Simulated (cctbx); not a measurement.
**Accept or mend?**

Cell a = 13.0190 Å, b = 7.5300 Å, c = 9.5090 Å, α = 90.00°, β = 90.00°, γ = 90.00°; space group Cmcm (no. 63).

The data are simulated with cctbx, not measured: synchrotron X-rays, λ = 0.6889 Å, to d = 0.8 Å, 70 % of the full sphere, strongest reflection 70000 counts, noise from counting, a 3 % proportional error and a noise floor of 2 counts (s.d.); no absorption.

An anisotropic refinement with weights 1/σ² prints:

```text
Rint 0.025, 535 unique reflections to 0.80 A
cycle     R1     wR2    GooF  max shift (A)
   1  0.4073  0.7402  31.238   0.03095
   3  0.3454  0.6362  26.848   0.00009
final R1 0.3454 wR2 0.6362 GooF 26.848  parameters 34  data/parameter 15.7
atom        x        y        z      Ueq    occ   su(xyz)  su(Uiso or U11)
Yb1    0.66802  0.67861  0.75000   0.0024  1.000  0.00069  0.0033  NPD
Ru1    0.00000  0.00000  0.50000   0.0008  1.000  0.00000  0.0078  NPD
Ru2    0.66661  0.00000  0.50000   0.0004  1.000  0.00071  0.0059  NPD
Ga1    0.39314  0.05865  0.75000  -0.0034  1.000  0.00163  0.0055  NPD
Ga2    0.17015  0.17261  0.07759   0.0069  1.000  0.00145  0.0079  NPD
Ga3    0.50000  0.37501  0.75000   0.0032  1.000  0.00275  0.0085  NPD
difference map: max 135.77 min -18.59 rms 8.89
Q1    0.0000  0.3336  0.5619    8  138.57  2.57 A from Ru2
Q2    0.1626  0.1743  0.7500    8  130.85  0.08 A from Yb1
Q3    0.1660  0.5000  0.0000    8   58.29  0.01 A from Ru2
Q4    0.1720  0.1616  0.0722   16   55.10  0.10 A from Ga2
Q5    0.0000  0.0000  0.0000    4   53.80  0.00 A from Ru1
Q6    0.0000  0.1464  0.2500    4   53.70  0.16 A from Ga3
```

Q: Accept it or mend it, and why?

Mend it. The fault: an atom left out, Ga at (1/2, 0.8356, 0.9403). Against the right model at the same level, R1 goes from 0.0085 to 0.3454 and GooF from 0.93 to 26.85, the top difference peak, 138.6 e/Å³, lies 2.57 Å from Ru2 and Yb1, Ru1, Ru2, Ga1, Ga2 and Ga3 go non-positive-definite. Q1 is the missing atom. With scattering power missing, scale and phases suffer, so peaks may also grow on the heavy atoms.

The compound is Yb2Ga9Ru3. The right model at the same level gives:

```text
Rint 0.025, 535 unique reflections to 0.80 A
cycle     R1     wR2    GooF  max shift (A)
   1  0.0086  0.0223   0.947   0.00013
   2  0.0085  0.0218   0.928   0.00000
final R1 0.0085 wR2 0.0218 GooF 0.928  parameters 40  data/parameter 13.4
atom        x        y        z      Ueq    occ   su(xyz)  su(Uiso or U11)
Yb1    0.66630  0.67749  0.75000   0.0103  1.000  0.00002  0.0001
Ru1    0.00000  0.00000  0.50000   0.0139  1.000  0.00000  0.0002
Ru2    0.66664  0.00000  0.50000   0.0122  1.000  0.00002  0.0001
Ga1    0.39154  0.05592  0.75000   0.0125  1.000  0.00005  0.0002
Ga2    0.50000  0.83557  0.94029   0.0127  1.000  0.00005  0.0002
Ga3    0.17059  0.16859  0.07725   0.0156  1.000  0.00004  0.0002
Ga4    0.50000  0.37209  0.75000   0.0148  1.000  0.00007  0.0003
difference map: max 0.54 min -0.55 rms 0.13
Q1    0.2375  0.4539  0.2500    8    0.54  1.60 A from Yb1
Q2    0.2507  0.0764  0.2500    8    0.52  2.07 A from Ga3
Q3    0.1635  0.0487  0.6018   16    0.48  1.66 A from Ga3
Q4    0.0000  0.3436  0.7500    4    0.45  1.81 A from Ga2
Q5    0.0845  0.4632  0.2500    8    0.45  0.34 A from Ga1
Q6    0.2052  0.1968  0.2500    8    0.43  1.72 A from Ga3
```

Isotropic U is held between 0.0001 and 1 Å² by the program, and listed peak heights are interpolated, so they can pass the grid's maximum.

The model was made for the exercise: a known structure type with other elements put in, its volume estimated, not relaxed; displacement parameters are assumed.

[Middle refinement cycles are left out of these outputs.]

[Logs are printed without paths, hosts, clocks, repeated set-up lines and the standing remarks that a program may print on its own settings, such as how far it seeks lower states.]
